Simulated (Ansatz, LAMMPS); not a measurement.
# Elastic response of glassy 22SiO2-48B2O3-15CaO-15K2O (mol %) (103 atoms), part 4 of 4

Aim: relax glassy 22SiO2-48B2O3-15CaO-15K2O (mol %) (103 atoms), then change its volume and shape to read moduli from the stress.

Ansatz 0.2.0; Kohn-Sham DFT, PBE, PAW (set soft_2), plane waves.

The cell: 6 Si, 26 B, 4 Ca, 8 K and 59 O. The quench rate of 20 K/ps is many orders above laboratory rates. The starting topology of bonds comes from the classical model. Only the Γ point is sampled.

So far. Step 10 (Stretched by 1 % along x): The relaxation converged after 6 steps, 0.0705 eV below its start, with a largest force component of 0.037 eV/Å. Step 10 (Stretched by 1 % along x): Stretched by 1 % along x: the energy stands 0.0452 eV above that of the reference, at a pressure of -0.515 GPa.

## Step 11: Compressed by 1 % along x

The relaxed cell is strained along x alone, which gives the stiffness along x and its coupling to y and z.

input.yaml reads:

```yaml
crystal:
  lattice:
    - [10.604, 0.27667, -0.09947]
    - [0.2739, 11.16896, -0.08008]
    - [-0.09848, -0.08008, 10.97392]
  atoms:
    [... the 103 atom lines of step 4 ...]
kpoints:
  mp_grid: { grid: [1, 1, 1] }
hamiltonian:
  xc: pbe
scf:
  occupations: { method: fixed }
output:
  forces: true
  eigenvalues: true
  stress: true
relax:
  f_tol: 0.05
  max_steps: 70
```

Started as:

```bash
$ ansatz run input.yaml --threads 4 --pin off --max-ram 8192MiB --backend cpu --events-out ev --progress --plain --runs-dir out
```

Numbers of over 12 decimals in the logs are rounded to 6 here.

What it wrote:

```text
[...]
Crystal: 103 atoms, lattice volume = 1298.699 Å³
Basis set: ecut = 420 eV, 25413 PW (Γ), exchange–correlation on 144×150×150 points (8 copies of the dense FFT grid, shifted against one another)
Bands: 387, of which v1, the nominal top of the filled ones, is band 284 counted from 1 (283 counted from 0)
Symmetry: 1 space group operations
[...]
k-points: 1
[...]
SCF iter   1: F=—  HF=-61021.444340 eV  |F-HF|=—  |Δ(HF+E_count)|=         —  Δρ=2.86e-3  dr2=1.07e-1  ethr=1.77e-3  ⟨swp⟩=6.0  Hψ=1392  notcnv=0  defer=100
[...]
SCF iter   5: F=—  HF=-61021.460528 eV  |F-HF|=—  |Δ(HF+E_count)|=   1.57e-4  Δρ=1.02e-4  dr2=1.74e-4  ethr=1.14e-7  ⟨swp⟩=3.0  Hψ=498  notcnv=0  defer=101
SCF iter   6: F=-61021.460508 eV  HF=-61021.460542 eV  |F-HF|=3.38e-5  |Δ(HF+E_count)|=   1.41e-5  Δρ=5.73e-5  dr2=4.27e-5  ethr=1.10e-8  ⟨swp⟩=20.0  Hψ=2972  notcnv=0
SCF 1 converged in 6 iterations: F = -61021.460508 eV  dr2 = 4.27e-5
[...]
relax step   1: F+E_penalty+E_count = -61021.46050784 eV  Δ(F+E_penalty+E_count) = +0.000e0 eV  max|allowed force component| = 3.430e-1 eV/Å  Δτ_max = 0.0000 Å  (6 SCF iters, dr2 threshold 6.25e-5 eV, accepted)
[...]
relax step   2: F+E_penalty+E_count = -61021.50813546 eV  Δ(F+E_penalty+E_count) = -4.763e-2 eV  max|allowed force component| = 1.943e-1 eV/Å  Δτ_max = 0.0352 Å  (6 SCF iters, dr2 threshold 7.35e-6 eV, accepted)
[...]
relax step   3: F+E_penalty+E_count = -61021.52323624 eV  Δ(F+E_penalty+E_count) = -1.510e-2 eV  max|allowed force component| = 2.039e-1 eV/Å  Δτ_max = 0.0307 Å  (9 SCF iters, accepted)
relax step   4: F+E_penalty+E_count = -61021.48510483 eV  Δ(F+E_penalty+E_count) = +3.813e-2 eV  max|allowed force component| = 2.253e-1 eV/Å  Δτ_max = 0.1064 Å  (7 SCF iters, dr2 threshold 1.33e-5 eV, rejected (line search))
relax step   5: F+E_penalty+E_count = -61021.53185462 eV  Δ(F+E_penalty+E_count) = -8.618e-3 eV  max|allowed force component| = 6.916e-2 eV/Å  Δτ_max = 0.0161 Å  (9 SCF iters, accepted)
relax step   6: F+E_penalty+E_count = -61021.52576470 eV  Δ(F+E_penalty+E_count) = +6.090e-3 eV  max|allowed force component| = 1.159e-1 eV/Å  Δτ_max = 0.0441 Å  (8 SCF iters, rejected (line search))
[...]
relax step   7: F+E_penalty+E_count = -61021.53352493 eV  Δ(F+E_penalty+E_count) = -1.670e-3 eV  max|allowed force component| = 4.186e-2 eV/Å  Δτ_max = 0.0118 Å  (8 SCF iters, accepted)
SCF converged after 8 iterations
Free energy (F): -61021.533525 eV
[...]
Internal energy: -61021.533525 eV  (E = F + TS)
E sigma→0 (E₀):  -61021.533525 eV
Fermi energy:    3.956739 eV
[...]
Σ components = -61021.533525   (vs F -61021.533525, Δ=0.00e0)
--- Forces (eV/Å), atoms counted from 1 ---
  atom   1  Si     0.00475195    -0.00210026     0.00762474
  atom   2  Si     0.00226207     0.00689279     0.00146487
  atom   3  Si     0.01405051     0.00226840     0.00679259
  atom   4  Si     0.00048982    -0.01141537    -0.01544795
[...]
atom 103  O     -0.00729713    -0.00512976    -0.00369787
  max |Σ_I F_I| component: 5.45e-5 eV/Å
--- Stress (GPa, compression-positive) ---
        1.123424       0.019891       0.049165
        0.019891       0.286638      -0.009297
        0.049181      -0.009307       0.246020
  P = ⅓ Tr σ = 0.5520 GPa (5.520 kbar)
--- Band table (eV) ---
[...]
--- Relaxed structure (7 steps of the walk, 5 accepted, 0 SCFs on fresh bases) ---
  F+E_penalty+E_count = -61021.53352493 eV   max|allowed force component| = 4.186e-2 eV/Å
  atoms:
    - { symbol: Si, position: [0.455474, 0.873158, 0.124128] }
    - { symbol: Si, position: [0.643704, 0.173933, 0.995981] }
    - { symbol: Si, position: [0.193103, 0.237346, 0.286425] }
    - { symbol: Si, position: [0.030962, 0.421522, 0.933225] }
[...]
- { symbol: O, position: [0.734540, 0.860260, 0.888584] }
```

It took 67 s on 4 threads of Intel Xeon Platinum 8488C (Sapphire Rapids), shared host; peak memory 1.8 GiB; 4.1 min of CPU time.

The relaxation converged after 7 steps, 0.0730 eV below its start, with a largest force component of 0.042 eV/Å.

Compressed by 1 % along x: the energy stands 0.0416 eV above that of the reference, at a pressure of 0.552 GPa.

## Step 12: Sheared by 2 % in xy

A shear of the relaxed cell gives the modulus that volume changes can't reach.

input.yaml, the sections that differ from step 11:

```yaml
crystal:
  lattice:
    - [10.71388, 0.38378, -0.09947]
    - [0.38836, 11.17173, -0.08008]
    - [-0.10027, -0.08107, 10.97392]
  atoms:
    [... the 103 atom lines of step 4 ...]
# kpoints, hamiltonian, scf, output, relax: as in step 11
```

What it wrote:

```text
[...]
Crystal: 103 atoms, lattice volume = 1311.686 Å³
Basis set: ecut = 420 eV, 25619 PW (Γ), exchange–correlation on 144×150×150 points (8 copies of the dense FFT grid, shifted against one another)
Bands: 387, of which v1, the nominal top of the filled ones, is band 284 counted from 1 (283 counted from 0)
Symmetry: 1 space group operations
[...]
k-points: 1
[...]
SCF iter   1: F=—  HF=-61021.387561 eV  |F-HF|=—  |Δ(HF+E_count)|=         —  Δρ=2.83e-3  dr2=1.02e-1  ethr=1.77e-3  ⟨swp⟩=6.0  Hψ=1366  notcnv=0  defer=100
[...]
SCF iter   5: F=—  HF=-61021.410674 eV  |F-HF|=—  |Δ(HF+E_count)|=   1.46e-4  Δρ=9.67e-5  dr2=1.64e-4  ethr=1.07e-7  ⟨swp⟩=3.0  Hψ=498  notcnv=0  defer=101
SCF iter   6: F=-61021.410653 eV  HF=-61021.410688 eV  |F-HF|=3.45e-5  |Δ(HF+E_count)|=   1.37e-5  Δρ=5.73e-5  dr2=4.26e-5  ethr=1.10e-8  ⟨swp⟩=19.0  Hψ=2973  notcnv=0
SCF 1 converged in 6 iterations: F = -61021.410653 eV  dr2 = 4.26e-5
[...]
relax step   1: F+E_penalty+E_count = -61021.41065326 eV  Δ(F+E_penalty+E_count) = +0.000e0 eV  max|allowed force component| = 6.065e-1 eV/Å  Δτ_max = 0.0000 Å  (6 SCF iters, dr2 threshold 6.25e-5 eV, accepted)
[...]
relax step   2: F+E_penalty+E_count = -61021.49704680 eV  Δ(F+E_penalty+E_count) = -8.639e-2 eV  max|allowed force component| = 3.833e-1 eV/Å  Δτ_max = 0.0577 Å  (7 SCF iters, dr2 threshold 2.30e-5 eV, accepted)
[...]
relax step   3: F+E_penalty+E_count = -61021.52197016 eV  Δ(F+E_penalty+E_count) = -2.492e-2 eV  max|allowed force component| = 1.559e-1 eV/Å  Δτ_max = 0.0428 Å  (7 SCF iters, dr2 threshold 9.18e-6 eV, accepted)
relax step   4: F+E_penalty+E_count = -61021.52662063 eV  Δ(F+E_penalty+E_count) = -4.650e-3 eV  max|allowed force component| = 1.792e-1 eV/Å  Δτ_max = 0.0185 Å  (5 SCF iters, dr2 threshold 4.02e-6 eV, accepted)
relax step   5: F+E_penalty+E_count = -61021.51286999 eV  Δ(F+E_penalty+E_count) = +1.375e-2 eV  max|allowed force component| = 2.005e-1 eV/Å  Δτ_max = 0.1006 Å  (7 SCF iters, dr2 threshold 5.32e-6 eV, rejected (line search))
[...]
relax step   6: F+E_penalty+E_count = -61021.53335028 eV  Δ(F+E_penalty+E_count) = -6.730e-3 eV  max|allowed force component| = 4.020e-2 eV/Å  Δτ_max = 0.0411 Å  (8 SCF iters, accepted)
SCF converged after 8 iterations
Free energy (F): -61021.533350 eV
[...]
Internal energy: -61021.533350 eV  (E = F + TS)
E sigma→0 (E₀):  -61021.533350 eV
Fermi energy:    3.868789 eV
[...]
Σ components = -61021.533350   (vs F -61021.533350, Δ=0.00e0)
--- Forces (eV/Å), atoms counted from 1 ---
  atom   1  Si    -0.01553679     0.00183304     0.01070565
  atom   2  Si    -0.00831621    -0.00558477     0.00413762
  atom   3  Si    -0.00418651    -0.01769255    -0.00768868
  atom   4  Si    -0.00873888     0.03504462    -0.02180394
[...]
atom 103  O     -0.00784070     0.00093405     0.00408047
  max |Σ_I F_I| component: 1.06e-4 eV/Å
--- Stress (GPa, compression-positive) ---
       -0.029645      -0.478379      -0.026357
       -0.478377       0.101659      -0.057382
       -0.026343      -0.057390       0.127202
  P = ⅓ Tr σ = 0.0664 GPa (0.664 kbar)
--- Band table (eV) ---
[...]
--- Relaxed structure (6 steps of the walk, 5 accepted, 0 SCFs on fresh bases) ---
  F+E_penalty+E_count = -61021.53335028 eV   max|allowed force component| = 4.020e-2 eV/Å
  atoms:
    - { symbol: Si, position: [0.456624, 0.874055, 0.122930] }
    - { symbol: Si, position: [0.641152, 0.176046, 0.997337] }
    - { symbol: Si, position: [0.189237, 0.236642, 0.287597] }
    - { symbol: Si, position: [0.028182, 0.421099, 0.934038] }
[...]
- { symbol: O, position: [0.736217, 0.864689, 0.886786] }
```

Wall time 54 s (4 threads); peak memory 1.8 GiB; 3.3 min of CPU time.

The relaxation converged after 6 steps, 0.123 eV below its start, with a largest force component of 0.040 eV/Å.

Sheared by 2 % in xy: the energy stands 0.0418 eV above that of the reference, at a pressure of 0.0664 GPa.

## Step 13: Pressure against volume

Atoms are relaxed at each volume, in the scaled cell.

```csv
volume change (%),volume (Å³/atom),energy change (meV/atom),pressure (GPa),largest move on relaxing (Å),bonds,gap (eV)
-10,11.462,15.49,4.90,0.70,208,3.59
-6,11.972,6.25,2.68,0.43,202,3.43
-3,12.354,1.71,1.39,0.18,198,3.34
+0,12.736,0.00,0.00,-,197,3.26
+3,13.118,1.46,-1.17,0.15,199,3.20
+6,13.500,5.15,-2.06,0.33,193,3.13
```

## Step 14: Uniaxial strain and shear

Stress (GPa, compression positive) less that of the relaxed cell, atoms relaxed:

```csv
strain,xx,yy,zz,xy,energy change (meV/atom)
stretched by 1 % along x,-1.103,-0.222,-0.213,-0.004,0.44
compressed by 1 % along x,1.136,0.281,0.246,0.009,0.40
sheared by 2 % in xy,-0.017,0.096,0.127,-0.489,0.41
```

## Step 15: What came out

The bulk modulus, from the slope of pressure against ln V over the three points nearest the relaxed volume, is 42.7 GPa; between neighbouring points the slope runs 51, 41, 46, 40 and 31 GPa from the smallest volume up, without a steady fall, so no pressure derivative is given. The count of bonds runs from 193 to 208 over the series, so at some points contacts cross the cutoffs. At -10 % some atom moved by over 0.5 Å on relaxing, so that point may sit in another local minimum. The gap goes from 3.59 eV at the smallest volume to 3.13 eV at the largest, -2.8 eV per unit of ln V by a straight line, on the run's k-points. In the Cartesian axes of the cell, finite differences give C11 = 112, C12 = 25.1, C13 = 22.9 and C66 = 24.4 GPa (the shear of 2 % is the engineering strain, εxy = 0.01). The mean of C11, C12 and C13, which equals the bulk modulus in a cubic or isotropic solid, is 53.3 GPa: it lies 25 % over the bulk modulus from the volumes. For an isotropic solid C66 would equal (C11 − C12)/2 = 43.4 GPa; so small a sample needn't be isotropic, and C66 rests on one shear. The two differ too much for isotropic moduli to be formed.

**Limits.** Strains are finite and relaxations stop at the force tolerance of the input, which can leave moduli too stiff; they are those of a static cell at zero temperature. Volumes are changed with the cell's shape held, so in an anisotropic solid the modulus lies over the one under free hydrostatic load. The program notes that the SCF threshold of the relaxations is loose for the stress.

The DFT runs together took 25 min of wall time.

[Logs are printed without paths, hosts, clocks, repeated set-up lines and the standing remarks that a program may print on its own settings, such as how far it seeks lower states.]

[Hosts, paths, dates, database ids (printed as entryN), source tags and the programs' standing remarks are cut or masked in the printed files.]
